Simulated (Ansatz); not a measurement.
# PPtPb (built on the sites of a database entry of SrSbPt): relaxing the cell for a phonon run

Aim: bring PPtPb (built on the sites of a database entry of SrSbPt) to small forces and stress, as phonons need.

Calculated with Ansatz 0.2.0; DFT LDA, scalar-relativistic, plane waves, PAW.

The structure was built from a prototype and need not be the compound's stable phase.

### 1. Set-up

The structure is hexagonal, space group P-6m2 (No. 187). The conventional cell has a = 3.830 Å, b = 3.830 Å, c = 3.943 Å, α = 90.00°, β = 90.00°, γ = 120.00°. Pb has 6 Pt at 2.96 Å and 6 P at 2.96 Å nearest. Nearest to P lie 3 Pt at 2.21 Å and 6 Pb at 2.96 Å. Nearest to Pt lie 3 P at 2.21 Å and 6 Pb at 2.96 Å. Farther neighbours are not listed.

### 2. Probe on a coarse mesh

A quick single point on a coarse mesh tells whether the cell has a gap and how far it is from rest, which sets the k mesh and smearing that follow.

Input file input.yaml:

```yaml
crystal:
  lattice:
    - [3.8302, 0.0, 0.0]
    - [-1.9151, 3.31705, 0.0]
    - [0.0, 0.0, 3.94306]
  atoms:
    - { symbol: Pb, position: [0.0, 0.0, 0.0] }
    - { symbol: P, position: [0.66666667, 0.33333333, 0.5] }
    - { symbol: Pt, position: [0.33333333, 0.66666667, 0.5] }
kpoints:
  mp_grid: { grid: [6, 6, 4] }
hamiltonian:
  xc: lda
scf:
  occupations: { method: gaussian, width: 0.1 }
output:
  forces: true
  stress: true
  eigenvalues: true
```

On the command line:

```sh
$ ansatz run input.yaml --threads 8 --pin off --max-ram 14336MiB --backend cpu --events-out ev --progress --plain --runs-dir out
```

Numbers of over 12 decimals in the logs are rounded to 6 here.

What it wrote:

```text
Engine: ansatz 0.2.0, aarch64-unknown-linux-gnu
Pseudopotentials: kind: paw
Pseudopotential: Pb, paw, valence charge 14, recommended cutoff 420 eV (normal), Pb.paw.azcp
Pseudopotential: P, paw, valence charge 5, recommended cutoff 420 eV (normal), P.paw.azcp
Pseudopotential: Pt, paw, valence charge 18, recommended cutoff 420 eV (normal), Pt.paw.azcp
Functional definition: SPW92
  exchange = slater_x
[...]
--- Band table (eV; the first three rows and the last of 21) ---
  k-point 0: bands = [... 15 lower, 13.4535, 15.4635, 19.4148, 19.4148, 19.9252, 21.0892, 21.0892, 23.6575]
  k-point 1: bands = [... 15 lower, 13.5474, 16.4273, 19.7981, 19.7981, 20.2639, 20.9581, 20.9581, 22.8778]
  k-point 2: bands = [... 15 lower, 13.9614, 18.0028, 18.1897, 20.2689, 20.2689, 20.6841, 20.6841, 24.3562]
  k-point 20: bands = [... 15 lower, 14.4789, 14.6431, 14.7649, 15.1507, 16.7123, 23.3401, 23.5940, 24.8352]
[key lines of the parts left out:]
SCF converged after 7 iterations
Free energy (F): -24573.136259 eV
Fermi energy:    17.465721 eV
P = ⅓ Tr σ = 35.4253 GPa (354.253 kbar)
```

The job ended after 0.52 s (8 threads of Arm Neoverse V2, shared host; peak memory 0.38 GiB; 2.5 s of CPU time).

Numbers from this step:

| Item | Value |
| --- | --- |
| pressure | 35.43 GPa |
| volume per atom | 16.70 Å³ |
| gap on the k-mesh | 0 eV |

The coarse mesh shows no gap and a pressure of 35.4 GPa.

### 3. Coarse relaxation

The start is far from rest, so a relaxation with loose tolerances brings it close first.

Edit input.yaml of step 2 so:

```diff
@@ -10,3 +10,3 @@
 kpoints:
-  mp_grid: { grid: [6, 6, 4] }
+  mp_grid: { grid: [6, 6, 6] }
 hamiltonian:
@@ -19 +19,6 @@
   eigenvalues: true
+relax:
+  adjacent_minimum: "off"
+  f_tol: 0.05
+  max_steps: 80
+  cell: { stress_tol: 0.5 }
```

What it wrote:

```text
[...]
Crystal: 3 atoms, lattice volume = 50.096 Å³
Basis set: ecut = 420 eV, 985 PW (Γ)
Bands: 23, of which v1, the nominal top of the filled ones, is band 19 counted from 1 (18 counted from 0)
Symmetry: 12 space group operations
[...]
k-points: 28 of 216 (time reversal used)
[...]
F+E_penalty+E_count = -24574.12514892 eV   max|allowed force component| = 2.467e-16 eV/Å   (the final SCF, on the basis selected at the relaxed cell)
  cell:  # Å, volume = 61.5859 Å³
    - [3.982729, 0, 0.0]
    - [-1.991364, 3.449144, 0.0]
    - [0.0, 0.0, 4.483210]
  atoms:
    - { symbol: Pb, position: [0, 0, 0.0] }
    - { symbol: P, position: [0.666667, 0.333333, 0.5] }
    - { symbol: Pt, position: [0.333333, 0.666667, 0.5] }
[key lines of the parts left out:]
SCF converged after 3 iterations
Free energy (F): -24574.125149 eV
Fermi energy:    13.176470 eV
P = ⅓ Tr σ = 0.0289 GPa (0.289 kbar)
```

Elapsed: 4.2 s, on 8 threads; peak memory 0.47 GiB.

Step by step:

```
step  energy less that of the first step (eV)  largest force component (eV/Å)  pressure (GPa)  volume (Å³)
   1                                   0.0000                          0.0000           35.18        50.10
   2                                  -0.8361                          0.0000            9.46        56.50
   3                                  -0.9684                          0.0000            2.16        59.73
   4                                  -0.9881                          0.0000           -0.08        61.14
   5                                  -0.9897                          0.0000            0.14        61.22
  6*                                  -1.0021                          0.0000            0.48        61.22
   7                                  -1.0033                          0.0000            0.03        61.59
  8*                                  -1.0034                          0.0000            0.03        61.59
```

Relaxation steps marked * repeat the geometry before them on a plane-wave basis chosen anew for their cell, so energy and pressure can jump there.

Forces are held to the 12 operations that the run works with; a distortion that breaks them can't arise in this run.

```
     cell as run  before  after   change
           a (Å)   3.830  3.983   +4.0 %
           b (Å)   3.830  3.983   +4.0 %
           c (Å)   3.943  4.483  +13.7 %
volume (Å³/atom)   16.70  20.53  +22.9 %
```

The relaxed structure:

```xyz
3
Lattice="3.9827 0.0000 0.0000 -1.9914 3.4491 0.0000 0.0000 0.0000 4.4832" Properties=species:S:1:pos:R:3 pbc="T T T"
Pb    0.0000    0.0000    0.0000
P     1.9914    1.1497    2.2416
Pt    0.0000    2.2994    2.2416
```

Numbers from this step:

```yaml
pressure: 0.02892 GPa
volume_per_atom: 20.53 Å³
```

In this step the volume went from 16.70 to 20.53 Å³/atom.

### 4. Bringing the structure to rest

Harmonic phonons are second derivatives at a point where the forces vanish, and they are wanted at zero stress, so atoms and cell are relaxed first.

input.yaml, the sections that differ from step 3:

```yaml
crystal:
  lattice:
    - [3.9827288631, 0.0, 0.0]
    - [-1.9913644315, 3.4491443718, 0.0]
    - [0.0, 0.0, 4.4832097882]
  atoms:
    - { symbol: Pb, position: [0.0, 0.0, 0.0] }
    - { symbol: P, position: [0.6666666667, 0.3333333333, 0.5] }
    - { symbol: Pt, position: [0.3333333333, 0.6666666667, 0.5] }
kpoints:
  mp_grid: { grid: [12, 12, 8] }
relax:
  adjacent_minimum: "off"
  f_tol: 0.005
  max_steps: 80
  cell: { stress_tol: 0.05 }
# hamiltonian, scf, output: as in step 3
```

What it wrote:

```text
[...]
Crystal: 3 atoms, lattice volume = 61.586 Å³
Basis set: ecut = 420 eV, 1179 PW (Γ)
Bands: 23, of which v1, the nominal top of the filled ones, is band 19 counted from 1 (18 counted from 0)
[... 1 set-up line as in the run before ...]
[...]
k-points: 95 of 1152 (time reversal used)
[...]
SCF iter   1: F=—  HF=-24574.142183 eV  |F-HF|=—  |Δ(HF+E_count)|=         —  Δρ=6.60e-3  dr2=1.67e-2  ethr=1.77e-3  ⟨swp⟩=6.6  Hψ=10582  notcnv=0
[...]
SCF iter   7: F=-24574.137748 eV  HF=-24574.137748 eV  |F-HF|=9.67e-9  |Δ(HF+E_count)|=   6.83e-8  Δρ=5.70e-6  dr2=3.04e-8  ethr=2.70e-10  ⟨swp⟩=7.9  Hψ=9794  notcnv=0
SCF 1 converged in 7 iterations: F = -24574.137748 eV  dr2 = 3.04e-8
[...]
relax step   1: F+E_penalty+E_count = -24574.13774809 eV  Δ(F+E_penalty+E_count) = +0.000e0 eV  max|allowed force component| = 3.269e-16 eV/Å  Δτ_max = 0.0000 Å  P = +0.281 GPa  Ω = 61.586 Å³  (7 SCF iters, dr2 threshold 1.00e-7 eV, accepted)
Crystal: 3 atoms, lattice volume = 62.088 Å³
Basis set: ecut = 420 eV, 1191 PW (Γ)
[...]
SCF iter   5: F=-24574.139039 eV  HF=-24574.139039 eV  |F-HF|=1.32e-8  |Δ(HF+E_count)|=   5.03e-8  Δρ=5.09e-6  dr2=2.87e-8  ethr=8.11e-10  ⟨swp⟩=6.4  Hψ=8676  notcnv=0
SCF 2 converged in 5 iterations: F = -24574.139039 eV  dr2 = 2.87e-8
relax step   2: F+E_penalty+E_count = -24574.13903890 eV  Δ(F+E_penalty+E_count) = -1.291e-3 eV  max|allowed force component| = 4.626e-16 eV/Å  Δτ_max = 0.0000 Å  P = -0.345 GPa  Ω = 62.088 Å³  energy of the carried Pulay correction = -1.092e-4 eV  (5 SCF iters, dr2 threshold 3.00e-7 eV, accepted)
Crystal: 3 atoms, lattice volume = 61.940 Å³
[...]
SCF iter   5: F=-24574.139271 eV  HF=-24574.139271 eV  |F-HF|=2.70e-8  |Δ(HF+E_count)|=   6.34e-8  Δρ=5.10e-6  dr2=4.70e-8  ethr=8.11e-10  ⟨swp⟩=6.6  Hψ=8868  notcnv=0
SCF 3 converged in 5 iterations: F = -24574.139271 eV  dr2 = 4.70e-8
relax step   3: F+E_penalty+E_count = -24574.13927085 eV  Δ(F+E_penalty+E_count) = -2.320e-4 eV  max|allowed force component| = 5.181e-16 eV/Å  Δτ_max = 0.0000 Å  P = +0.252 GPa  Ω = 61.940 Å³  energy of the carried Pulay correction = -6.332e-5 eV  (5 SCF iters, dr2 threshold 3.00e-7 eV, accepted)
[...]
relax step   4: F+E_penalty+E_count = -24574.13944486 eV  Δ(F+E_penalty+E_count) = -1.740e-4 eV  max|allowed force component| = 4.318e-16 eV/Å  Δτ_max = 0.0000 Å  P = -0.003 GPa  Ω = 62.004 Å³  energy of the carried Pulay correction = -8.288e-5 eV  (4 SCF iters, dr2 threshold 3.00e-7 eV, accepted)
[...]
SCF iter   6: F=-24574.139543 eV  HF=-24574.139543 eV  |F-HF|=1.46e-11  |Δ(HF+E_count)|=    0.00e0  Δρ=6.22e-8  dr2=2.74e-12  ethr=1.00e-12  ⟨swp⟩=8.2  Hψ=11065  notcnv=0
SCF 5 converged in 6 iterations: F = -24574.139543 eV  dr2 = 2.74e-12
relax step   5: F+E_penalty+E_count = -24574.13954299 eV  Δ(F+E_penalty+E_count) = -9.813e-5 eV  max|allowed force component| = 3.269e-16 eV/Å  Δτ_max = 0.0000 Å  P = -0.001 GPa  Ω = 62.004 Å³  stress off target by 4.44e-3 GPa  SCF on the basis re-selected at this cell (its energy is not comparable with the rows above)  (6 SCF iters)
[...]
SCF converged after 6 iterations
Free energy (F): -24574.139543 eV
[...]
Internal energy: -24574.131197 eV  (E = F + TS)
E sigma→0 (E₀):  -24574.135370 eV
Entropy (-TS):   -0.008346 eV (-2.782 meV/atom)
Fermi energy:    13.032494 eV
[...]
--- Stress (GPa, compression-positive) ---
       -0.004049      -0.000000      -0.000000
        0.000000      -0.004049       0.000000
       -0.000000       0.000000       0.004444
  P = ⅓ Tr σ = -0.0012 GPa (-0.012 kbar)
--- Band table (eV; the first three rows and the last of 95) ---
  k-point 0: bands = [... 15 lower, 9.8795, 11.1040, 15.5249, 15.5249, 15.6369, 16.6100, 16.6100, 18.0168]
  k-point 1: bands = [... 15 lower, 9.8604, 11.3171, 15.5842, 15.5842, 15.6292, 16.6088, 16.6088, 17.8516]
  k-point 2: bands = [... 15 lower, 9.8144, 11.8859, 15.2921, 15.7287, 15.7287, 16.6050, 16.6050, 17.9985]
  k-point 94: bands = [... 15 lower, 10.5129, 10.6053, 10.8821, 11.0549, 12.6131, 17.4021, 18.8191, 19.2122]
--- Relaxed structure (4 steps of the walk, 4 accepted, 1 SCFs on fresh bases) ---
[...]
cell:  # Å, volume = 62.0038 Å³
    - [3.972784, -2.87953403880182e-11, 0.0]
    - [-1.986392, 3.440532, 0.0]
    - [0.0, 0.0, 4.536256]
  atoms:
    - { symbol: Pb, position: [0, 0, 0.0] }
    - { symbol: P, position: [0.666667, 0.333333, 0.5] }
    - { symbol: Pt, position: [0.333333, 0.666667, 0.5] }
```

Wall time 7.6 s (8 threads); peak memory 0.56 GiB; 55 s of CPU time.

Step by step:

```
step  energy less that of the first step (eV)  largest force component (eV/Å)  pressure (GPa)  volume (Å³)
   1                                   0.0000                          0.0000            0.28        61.59
   2                                  -0.0013                          0.0000           -0.35        62.09
   3                                  -0.0015                          0.0000            0.25        61.94
   4                                  -0.0017                          0.0000            0.00        62.00
  5*                                  -0.0018                          0.0000            0.00        62.00
```

Relaxation steps marked * repeat the geometry before them on a plane-wave basis chosen anew for their cell, so energy and pressure can jump there.

Forces are held to the 12 operations that the run works with; a distortion that breaks them can't arise in this run.

```
conventional cell, symmetrised  before  after  change
                         a (Å)   3.983  3.973  -0.2 %
                         b (Å)   3.983  3.973  -0.2 %
                         c (Å)   4.483  4.536  +1.2 %
              volume (Å³/atom)   20.53  20.67  +0.7 %
```

The relaxed structure:

```cif
data_structure
_symmetry_space_group_name_H-M 'P 1'
_symmetry_Int_Tables_number 1
_cell_length_a 3.9728
_cell_length_b 3.9728
_cell_length_c 4.5363
_cell_angle_alpha 90.000
_cell_angle_beta 90.000
_cell_angle_gamma 120.000
_cell_volume 62.00
loop_
_atom_site_label
_atom_site_type_symbol
_atom_site_fract_x
_atom_site_fract_y
_atom_site_fract_z
_atom_site_occupancy
Pb1 Pb 0.00000 0.00000 0.00000 1
P2 P 0.66667 0.33333 0.50000 1
Pt3 Pt 0.33333 0.66667 0.50000 1
```

Numbers from this step:

```
pressure        : -0.001218 GPa
volume per atom : 20.67 Å³
```

In this step the volume went from 20.53 to 20.67 Å³/atom.

### 5. Tight relaxation

Phonons need a cell at rest on their own settings, so the relaxation is repeated with tight tolerances on forces and stress on the k mesh and occupations of the first response run.

input.yaml, the sections that differ from step 4:

```yaml
crystal:
  lattice:
    - [3.972783842, 0.0, 0.0]
    - [-1.986391921, 3.440531731, 0.0]
    - [0.0, 0.0, 4.5362563918]
  atoms:
    - { symbol: Pb, position: [0.0, 0.0, 0.0] }
    - { symbol: P, position: [0.6666666667, 0.3333333333, 0.5] }
    - { symbol: Pt, position: [0.3333333333, 0.6666666667, 0.5] }
scf:
  occupations: { method: methfessel_paxton, width: 0.15 }
relax:
  adjacent_minimum: "off"
  f_tol: 0.001
  max_steps: 60
  cell: { stress_tol: 0.01 }
# kpoints, hamiltonian, output: as in step 4
```

What it wrote:

```text
[...]
Crystal: 3 atoms, lattice volume = 62.004 Å³
Basis set: ecut = 420 eV, 1191 PW (Γ)
Bands: 23, of which v1, the nominal top of the filled ones, is band 19 counted from 1 (18 counted from 0)
[... 1 set-up line as in the run before ...]
[...]
k-points: 95 of 1152 (time reversal used)
[...]
k-point 94: bands = [... 15 lower, 10.5118, 10.6041, 10.8818, 11.0544, 12.6125, 17.4001, 18.8179, 19.2129]
--- Relaxed structure (2 steps of the walk, 2 accepted, 1 SCFs on fresh bases) ---
[...]
cell:  # Å, volume = 62.0056 Å³
    - [3.972586, 0, 0]
    - [-1.986293, 3.440361, 0]
    - [0, 0, 4.536842]
  atoms:
    - { symbol: Pb, position: [0, 0, 0] }
    - { symbol: P, position: [0.666667, 0.333333, 0.5] }
    - { symbol: Pt, position: [0.333333, 0.666667, 0.5] }
[key lines of the parts left out:]
SCF converged after 6 iterations
Free energy (F): -24574.135978 eV
Fermi energy:    13.031550 eV
P = ⅓ Tr σ = -0.0035 GPa (-0.035 kbar)
```

Run time: 5 s. Hardware: 8 threads; peak memory 0.56 GiB; 36 s of CPU time.

Little changed from the start: no atom moved by 0.005 Å and no cell edge by 0.1 %.

This step gave:

| Quantity | Value |
| --- | --- |
| pressure | -0.003524 GPa |

The forces vanish by symmetry and the pressure is -0.004 GPa, within the tolerances set. The cell now holds 20.67 Å³/atom.

### 6. What came out

| Property | Result |
| --- | --- |
| space group after relaxation (within 0.01 Å) | P-6m2 |
| lattice constant a | 3.973 Å |
| lattice constant b | 3.973 Å |
| lattice constant c | 4.537 Å |
| volume per atom | 20.7 Å³ |

The forces vanish by symmetry and the pressure is -0.004 GPa, within the tolerances set. The cell now holds 20.67 Å³/atom. The relaxation keeps the symmetry of its start, so it says nothing on stability against lower symmetry. The runs are without spin polarisation, although the cell has an odd electron count. Spin-orbit coupling is left out, which can matter for the heavy elements here. The starting cell was built on a prototype and not taken from a measurement, so the phase need not exist.

[Logs are printed without paths, hosts, clocks, repeated set-up lines and the standing remarks that a program may print on its own settings, such as how far it seeks lower states.]

[Hosts, paths, dates, database ids (printed as entryN), source tags and the programs' standing remarks are cut or masked in the printed files.]
